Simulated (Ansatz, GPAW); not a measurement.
# A 8-layer slab of Sr(110): simulated STM images, part 2 of 2

Aim: Tersoff-Hamann images of a 8-layer slab of Sr(110) at several biases.

GPAW 26.7.0 and Ansatz 0.2.0; Ansatz plane waves; slab in vacuum with a dipole correction, relaxation (the session's first sound run).

So far, dipole along the normal (e·Å): step 2 (relaxation, PBE) -1.6e-4; step 3 (plane waves, PBE) -3.0e-4.

## Step 4: A second plane-wave code

A second program with its own datasets checks the number independently.

This step: Ansatz plane waves; slab in vacuum with a dipole correction (Ansatz 0.2.0).

Input file input.yaml:

```yaml
crystal:
  lattice:
    - [6.08, 0.0, 0.0]
    - [0.0, 4.2992092296, 0.0]
    - [0.0, 0.0, 33.0472323036]
  atoms:
    - { symbol: Sr, position: [0.5, 0.5, 0.272337481] }
    - { symbol: Sr, position: [0.0, 0.0, 0.337383915] }
    - { symbol: Sr, position: [0.5, 0.5, 0.402430349] }
    - { symbol: Sr, position: [0.0, 0.0, 0.467476783] }
    - { symbol: Sr, position: [0.5, 0.5, 0.5315886137] }
    - { symbol: Sr, position: [0.0, 0.0, 0.5968577035] }
    - { symbol: Sr, position: [0.5, 0.5, 0.659896822] }
    - { symbol: Sr, position: [0.0, 0.0, 0.7231926082] }
kpoints:
  mp_grid: { grid: [5, 7, 1] }
hamiltonian:
  xc: pbe
scf:
  occupations: { method: fermi_dirac, width: 0.1 }
efield:
  axis: 3
  dipole_correction: true
  ramp_width: 0.05
output:
  forces: true
  band_densities: [{ e_range: [-1.0, 0] }, { e_range: [0, 1.0] }]
  write_potential: true
  write_density: true
  volumetric_format: npy
  elf: true
```

Command:

```console
> ansatz run input.yaml --threads 4 --pin off --max-ram 8192MiB --backend cpu --events-out ev --progress --plain --runs-dir out
```

Elapsed: 31 s, on 4 threads of Arm Neoverse V2, shared host; peak memory 1.5 GiB.

This step gave:

```yaml
upper_work_function: 2.598 eV
lower_work_function: 2.596 eV
dipole_along_the_normal: -3.11e-4 e·Å
dipole_field: -6.52e-5 V/Å
vacuum_level_above: 3.975 eV
corrugation_e_range_minus_1_0_4: 0.5506 Å
decay_e_range_minus_1_0: 0.8403 Å⁻¹
apparent_barrier_e_range_minus_1_0: 2.690 eV, hbar² kappa² / 2m (holds the in-plane momentum too)
corrugation_e_range_0_1_4: 0.5914 Å
decay_e_range_0_1: 0.6917 Å⁻¹
apparent_barrier_e_range_0_1: 1.823 eV, hbar² kappa² / 2m (holds the in-plane momentum too)
```

The electrostatic potential energy of an electron (with the applied field's), less the Fermi level, planar mean oscillates, so the rows of the table below give means over windows of 2.06 Å about each position, cut where the curve ends. Its maxima inside the range that stand out by 2 % of the span (Å: eV): 10.1: -0.965, 12.2: -0.829, 14.4: -0.840, 16.5: -0.982, 18.7: -0.801, 20.7: -1.06, 22.8: -1.17. Its minima: 9.0: -8.13, 11.2: -7.86, 13.4: -7.85, 15.4: -7.93, 17.6: -7.87, 19.7: -7.92, 21.7: -7.80, 23.9: -8.15.

Electrostatic potential energy of an electron (with the applied field's), less the Fermi level, planar mean against z; means over each step:

```tsv
z (Å)	electrostatic potential energy of an electron (with the applied field's), less the Fermi level, planar mean (eV)
1.03	2.60
3.09	2.59
5.15	2.56
7.21	1.55
9.27	-4.16
11.33	-4.02
13.39	-4.06
15.45	-4.09
17.51	-4.08
19.57	-4.08
21.63	-4.11
23.69	-4.21
25.75	1.65
27.81	2.57
29.87	2.60
31.93	2.60
```

The valence density, planar mean oscillates, so the rows of the table below give means over windows of 2.2 Å about each position, cut where the curve ends. Its maxima inside the range that stand out by 2 % of the span (Å: e/Å³): 9.0: 0.258, 11.2: 0.267, 13.4: 0.265, 15.4: 0.266, 17.6: 0.265, 19.7: 0.266, 21.9: 0.268, 23.9: 0.259. Its minima: 10.1: 0.0778, 12.2: 0.0757, 14.4: 0.0758, 16.5: 0.0801, 18.7: 0.0751, 20.7: 0.0841, 22.9: 0.0835.

The valence density, planar mean by z; means over each step:

```tsv
z (Å)	valence density, planar mean (e/Å³)
3.30	2.3e-5
5.50	0.00105
7.70	0.0636
9.90	0.178
12.10	0.180
14.30	0.180
16.50	0.183
18.70	0.179
20.90	0.188
23.10	0.184
25.30	0.0528
27.50	9.0e-4
29.70	1.9e-5
```

E_range_-1_0. The planar mean of the window's density by height over the top atom:

```tsv
height over the top atom (Å)	planar mean of the window's density (e/Å³)
1.50	0.00576
1.70	0.00478
1.90	0.00386
2.10	0.00305
2.30	0.00236
2.70	0.00134
2.90	9.9e-4
3.10	7.2e-4
3.30	5.3e-4
3.50	3.8e-4
3.70	2.7e-4
3.90	2.0e-4
4.10	1.4e-4
4.30	1.0e-4
4.50	7.1e-5
4.90	3.5e-5
5.10	2.5e-5
5.30	1.7e-5
5.50	1.2e-5
5.70	8.4e-6
5.90	5.9e-6
6.10	4.1e-6
6.30	2.8e-6
6.50	2.0e-6
6.70	1.4e-6
7.10	6.4e-7
7.30	4.4e-7
7.50	3.0e-7
7.70	2.0e-7
7.90	1.3e-7
```

Density over a1 and a2. Constant height 4 Å over the top atom, window e_range_-1_0.

Ten even steps from '_' (1.00 × 1e-4 e/Å³) to '@' (2.43 × 1e-4 e/Å³), each cell a mean:
```
@@@@@@%%####**++==--::::....______....::::--==++**##%%%%@@@@
@@@@@@%%####**++==--::......______....::::--==++**##%%%%@@@@
@@@@@@%%####++++==--::......______....::::--==++**##%%%%@@@@
@@@@%%%%##**++==----::....__________....::--==++**####%%@@@@
@@@@%%%%##**++==----::....__________....::--==++****##%%%%@@
@@%%%%%%##**++==--::::..____________....::--====++**##%%%%@@
%%%%%%####**++==--::....____________....::::--==++**####%%%%
%%%%%%##****++==--::....______________..::::--==++**####%%%%
%%%%####**++====--::....______________..::::--==++**####%%%%
%%%%####**++====--::....______________....::--==++****##%%%%
%%%%####**++====--::....______________....::--==++****##%%%%
%%%%####**++====--::....______________....::--==++****##%%%%
%%%%####**++====--::....______________....::--==++****##%%%%
%%%%%%##****++==--::....______________..::::--==++**####%%%%
%%%%%%##****++==--::....____________....::::--==++**####%%%%
@@%%%%####**++==--::::..____________....::----==++**##%%%%%%
@@@@%%%%##**++==--::::....__________....::--====++**##%%%%@@
@@@@%%%%##**++==----::....__________....::--==++**####%%@@@@
@@@@@@%%##**++++==--::....________......::--==++**##%%%%@@@@
@@@@@@%%####**++==--::......______....::::--==++**##%%%%@@@@
@@@@@@%%####**++==--::::....______....::::--==++**##%%%%@@@@
@@@@@@%%%%##**++==--::::....______....::::--==++**##%%@@@@@@
```
Columns: a1 from 0 to 0.978; rows upwards: a2 from 0 to 0.967.

Tip height over the top atom over a1 and a2. Constant current at the density 1.657e-04 e/Å^3, window e_range_-1_0.

Ten even steps from '0' (3.66 Å) to '9' (4.21 Å), each cell a mean:
```
999988765543221112234566789999
999988765433211112234566788999
999988765433211111234566788999
999987765432211111234456788999
999887765432111111223456788999
999887665432110001223456778899
998887665432110001123456778899
998877654422100000123456678899
998877654322100000123455678889
988877654321100000123455678889
988877654321100000123355678888
988877654321100000123455678889
998877654322100000123455678889
998877654322100000123456678889
998887654432100001123456778899
999887665432110001123456778899
999887765432111011223456778999
999987765432211111234456788999
999988765433211111234556788999
999988765433211112234566788999
999988765543221112234566789999
999988765543221112234566789999
```
Columns: a1 from 0 to 0.978; rows upwards: a2 from 0 to 0.967.

E_range_0_1. The planar mean of the window's density by height over the top atom:

```tsv
height over the top atom (Å)	planar mean of the window's density (e/Å³)
1.50	0.0191
1.70	0.0159
1.90	0.0131
2.10	0.0106
2.30	0.00850
2.70	0.00522
2.90	0.00403
3.10	0.00310
3.30	0.00237
3.50	0.00181
3.70	0.00137
3.90	0.00104
4.10	7.9e-4
4.30	6.0e-4
4.50	4.5e-4
4.90	2.6e-4
5.10	1.9e-4
5.30	1.5e-4
5.50	1.1e-4
5.70	8.2e-5
5.90	6.1e-5
6.10	4.6e-5
6.30	3.5e-5
6.50	2.6e-5
6.70	2.0e-5
7.10	1.1e-5
7.30	8.4e-6
7.50	6.3e-6
7.70	4.8e-6
7.90	3.7e-6
```

Density over a1 and a2. Constant height 4 Å over the top atom, window e_range_0_1.

Values in units of 1e-3 e/Å³, 12 rows by 16 columns, each cell a mean:
```
1.0 1.0 0.9 0.8 0.8 0.7 0.7 0.6 0.6 0.6 0.7 0.7 0.8 0.9 0.9 1.0
1.0 1.0 1.0 0.9 0.8 0.7 0.7 0.6 0.6 0.7 0.7 0.8 0.9 0.9 1.0 1.0
1.1 1.1 1.0 1.0 0.9 0.8 0.7 0.7 0.7 0.7 0.7 0.8 0.9 1.0 1.1 1.1
1.2 1.2 1.1 1.0 0.9 0.8 0.7 0.7 0.7 0.7 0.8 0.9 1.0 1.1 1.2 1.2
1.3 1.3 1.2 1.1 1.0 0.8 0.8 0.7 0.7 0.7 0.8 0.9 1.0 1.2 1.3 1.3
1.4 1.3 1.2 1.1 1.0 0.9 0.8 0.7 0.7 0.7 0.8 0.9 1.1 1.2 1.3 1.4
1.4 1.3 1.2 1.1 1.0 0.8 0.8 0.7 0.7 0.7 0.8 0.9 1.0 1.2 1.3 1.4
1.3 1.3 1.2 1.1 0.9 0.8 0.7 0.7 0.7 0.7 0.8 0.9 1.0 1.1 1.2 1.3
1.2 1.2 1.1 1.0 0.9 0.8 0.7 0.7 0.7 0.7 0.8 0.8 1.0 1.1 1.1 1.2
1.1 1.1 1.0 0.9 0.8 0.8 0.7 0.7 0.6 0.7 0.7 0.8 0.9 1.0 1.0 1.1
1.0 1.0 0.9 0.9 0.8 0.7 0.7 0.6 0.6 0.6 0.7 0.8 0.8 0.9 1.0 1.0
1.0 0.9 0.9 0.8 0.8 0.7 0.7 0.6 0.6 0.6 0.7 0.7 0.8 0.9 0.9 1.0
```
Columns: a1 from 0 to 0.978; rows upwards: a2 from 0 to 0.967.

Tip height over the top atom over a1 and a2. Constant current at the density 9.081e-04 e/Å^3, window e_range_0_1.

Ten even steps from '_' (3.68 Å) to '@' (4.27 Å), each cell a mean:
```
****++++++====----::....______________..::::----====++++****
******++++++====--::....____________....::::--====++++******
********++++====--::::....__________....::----==++++********
######******++====--::::..________....::::--====++******####
########****++++==--::::....____......::----==++****########
%%%%%%######**++====--::............::::--==++++**####%%%%%%
@@%%%%%%####****++==----::..........::--====++**####%%%%%%@@
@@@@@@%%%%####**++==----::::......::::--==++++**####%%%%@@@@
@@@@@@@@%%%%##**++++==--::::....::::----==++****##%%%%@@@@@@
@@@@@@@@%%%%##****++==--::::::..::::----==++**####%%@@@@@@@@
@@@@@@@@%%%%####**++==--::::::..::::----==++**####%%@@@@@@@@
@@@@@@@@%%%%##****++==--::::::..::::----==++**####%%@@@@@@@@
@@@@@@@@%%%%##**++++==--::::....::::----==++**####%%%%@@@@@@
@@@@@@%%%%####**++====--::::......::::--==++****##%%%%@@@@@@
@@@@%%%%%%##****++==----::........::::--====++**####%%%%%%@@
%%%%%%%%####**++++==--::::..........::::--==++****####%%%%%%
%%%%######****++==----::......__....::::--====++****######%%
########****++====--::::....______....::----==++++****######
##********++++==----::....__________....::--====++++******##
********++++====--::::..____________....::::--====++++******
****++++++====----::....______________..::::----==++++++****
****++++++====----::....______________..::::----====++++++**
```
Columns: a1 from 0 to 0.978; rows upwards: a2 from 0 to 0.967.

Force by atom:

```tsv
atom	x (eV/Å)	y (eV/Å)	z (eV/Å)	size
Sr1	0.0000	0.0000	0.0690	0.0690
Sr2	0.0000	0.0000	0.0204	0.0204
Sr3	0.0000	0.0000	-0.0701	0.0701
Sr4	0.0000	0.0000	-0.0196	0.0196
Sr5	0.0000	0.0000	-0.0001	0.0001
Sr6	0.0000	0.0000	-0.0054	0.0054
Sr7	0.0000	0.0000	0.0004	0.0004
Sr8	0.0000	0.0000	0.0055	0.0055
```

Band density in the ca plane at fractional y = 0.000, with atoms of Sr within 0.2 Å of it.

Values in units of 1e-2 Å⁻³, 9 rows by 16 columns, each cell a mean:
```
1.6 1.2 2.3 1.5 1.5 1.4 1.9 2.1 1.6 1.9 1.0 2.3 0.7 0.4 0.1 0.0
1.6 1.4 1.4 1.3 1.6 1.5 1.4 1.5 1.7 1.9 1.6 1.3 0.7 0.3 0.1 0.0
1.6 1.6 1.7 1.7 1.6 1.6 1.7 1.8 1.8 1.9 1.9 1.4 0.7 0.2 0.0 0.0
1.7 1.7 1.8 1.8 1.6 1.7 1.8 1.9 1.9 1.9 1.8 1.1 0.5 0.2 0.0 0.0
1.7 1.7 1.8 1.8 1.6 1.7 1.8 1.9 1.9 1.9 1.7 1.0 0.5 0.1 0.0 0.0
1.6 1.7 1.8 1.8 1.6 1.6 1.8 1.9 1.9 1.9 1.8 1.2 0.5 0.2 0.0 0.0
1.6 1.5 1.7 1.6 1.6 1.6 1.6 1.7 1.8 1.9 1.9 1.4 0.7 0.2 0.1 0.0
1.6 1.3 1.5 1.3 1.6 1.5 1.4 1.5 1.7 1.9 1.3 1.3 0.7 0.3 0.1 0.0
1.6 1.3 2.4 1.7 1.5 1.4 2.0 2.4 1.6 1.8 1.0 2.8 0.8 0.4 0.1 0.0
```
Columns run along c (16.0 Å, from fractional 0.39 to 0.87 of the cell), rows up along a (6.1 Å). Atoms in or near the plane, at fractional coordinates: Sr at (0.47, 0.00), Sr at (0.60, 0.00), Sr at (0.72, 0.00).

Band density in the ca plane at fractional y = 0.000, with atoms of Sr within 0.2 Å of it.

Values in units of 1e-2 Å⁻³, 9 rows by 16 columns, each cell a mean:
```
4.5 4.8 6.5 6.5 4.2 4.2 6.4 6.2 4.3 4.4 4.8 8.0 2.2 0.7 0.2 0.1
5.2 4.6 3.1 3.9 4.9 4.6 3.3 3.2 4.8 5.7 4.9 3.3 1.8 0.7 0.2 0.1
5.0 4.2 2.7 3.4 4.8 4.4 2.9 2.8 4.5 5.6 4.1 2.1 1.3 0.6 0.2 0.0
4.1 3.4 2.6 2.9 3.9 3.6 2.7 2.5 3.3 4.5 3.5 2.1 1.1 0.5 0.2 0.0
3.6 3.1 2.5 2.7 3.4 3.2 2.5 2.3 2.8 3.9 3.2 2.0 1.1 0.4 0.1 0.0
4.4 3.7 2.7 3.1 4.2 3.8 2.8 2.6 3.7 4.8 3.6 2.1 1.2 0.5 0.2 0.0
5.2 4.3 2.6 3.4 4.9 4.5 2.9 2.8 4.7 5.7 4.2 2.2 1.4 0.6 0.2 0.1
5.0 4.7 4.0 4.5 4.7 4.5 4.1 4.0 4.7 5.5 5.3 4.8 1.9 0.7 0.2 0.1
4.3 4.7 6.0 6.9 4.0 4.0 6.4 6.1 4.1 4.0 3.7 7.3 2.2 0.7 0.2 0.1
```
Columns run along c (16.0 Å, from fractional 0.39 to 0.87 of the cell), rows up along a (6.1 Å). Atoms in or near the plane, at fractional coordinates: Sr at (0.47, 0.00), Sr at (0.60, 0.00), Sr at (0.72, 0.00).

ELF in the ca plane at fractional y = 0.000, with atoms of Sr within 0.2 Å of it. It is the smooth field of the valence electrons, not physical close to the nuclei.

Ten even steps from '0' (0.00) to '9' (0.85), each cell a mean:
```
13204984796113116974894023139846972012221000
14311799983024203899971134116999941012210000
35420257631135311367521255312576410122210000
45542111111355531111112466531111001222110000
55554322234555554322234566664321122322100000
55556655556555556655566555677655443321000000
44456677666544456666666544567776543211000000
43346677766533456777765444567766543210000000
43456677766543456777765544567776543210000000
54456666666544556666666555667766543211000000
55555544445555555443455556666543333321100000
55543211112455542111123566642111111222100000
45531123211245421133211356411233100122210000
24311489961134211699841144214899720012210000
13203898995113115998983133128989961012211000
12214971497113117941794122149714982012321000
```
Columns run along c (16.0 Å, from fractional 0.39 to 0.87 of the cell), rows up along a (6.1 Å). Atoms in or near the plane, at fractional coordinates: Sr at (0.47, 0.00), Sr at (0.60, 0.00), Sr at (0.72, 0.00).

The upper face's work function is 2.598 eV, against 2.600 eV in the first plane-wave PBE run at this geometry.

## Step 5: Side by side

Results and costs are gathered.

This step: comparison of work functions, dipole and cost (GPAW 26.7.0).

Ladder, by row:

```tsv
step	code	work function, upper (eV)	work function, lower (eV)	dipole (e Å)	wall time (s)	peak memory (GiB)	threads
pw	GPAW	2.6	2.598	-2.96e-4	965.3	0.94	1
ansatz	Ansatz	2.598	2.596	-3.11e-4	31.22	1.453	4
```

## Step 6: What came out

| Quantity | Value |
| --- | --- |
| work function, both faces | 2.60 eV |
| dipole along the normal | -3.0e-4 e Å |
| corrugation at -1 V | 0.550 Å |
| corrugation at 1 V | 0.551 Å |

What this shows: The tip height varies by 0.55 to 0.55 Å over the cell, much the same at every bias tried. Negative sample bias images filled states, positive bias empty ones. The measured value for polycrystalline Sr, which weights the faces of low work function, is 2.59 eV (as compiled in "Anisotropic work function of elemental crystals", 2019, arxiv:1902.07811); the relaxed upper face lies 0.010 eV over it with PBE. Measured work functions scatter by a tenth of an eV or more between methods. The two plane-wave codes differ by 0.0024 eV on the upper face. The images are of Tersoff-Hamann type: an s-wave tip, no tip-sample forces, heights closer than in a microscope. Ansatz gives corrugations of 0.55 Å at -1 V (GPAW 0.55) and 0.59 Å at 1 V (GPAW 0.55). GPAW's time includes a further run over the whole zone for the images, so the two times are not like for like. The small printed dipole stands for a step of 2.1 meV from the lower to the upper face, and the probes find 2.3 meV; values this small are near the numerical noise of both. The in-plane lattice was kept as typed, which isn't the functional's own and leaves some strain; spin-orbit coupling and temperature are left out.

[Logs are printed without paths, hosts, clocks, repeated set-up lines and the standing remarks that a program may print on its own settings, such as how far it seeks lower states.]

[Hosts, paths, dates, database ids (printed as entryN), source tags and the programs' standing remarks are cut or masked in the printed files.]
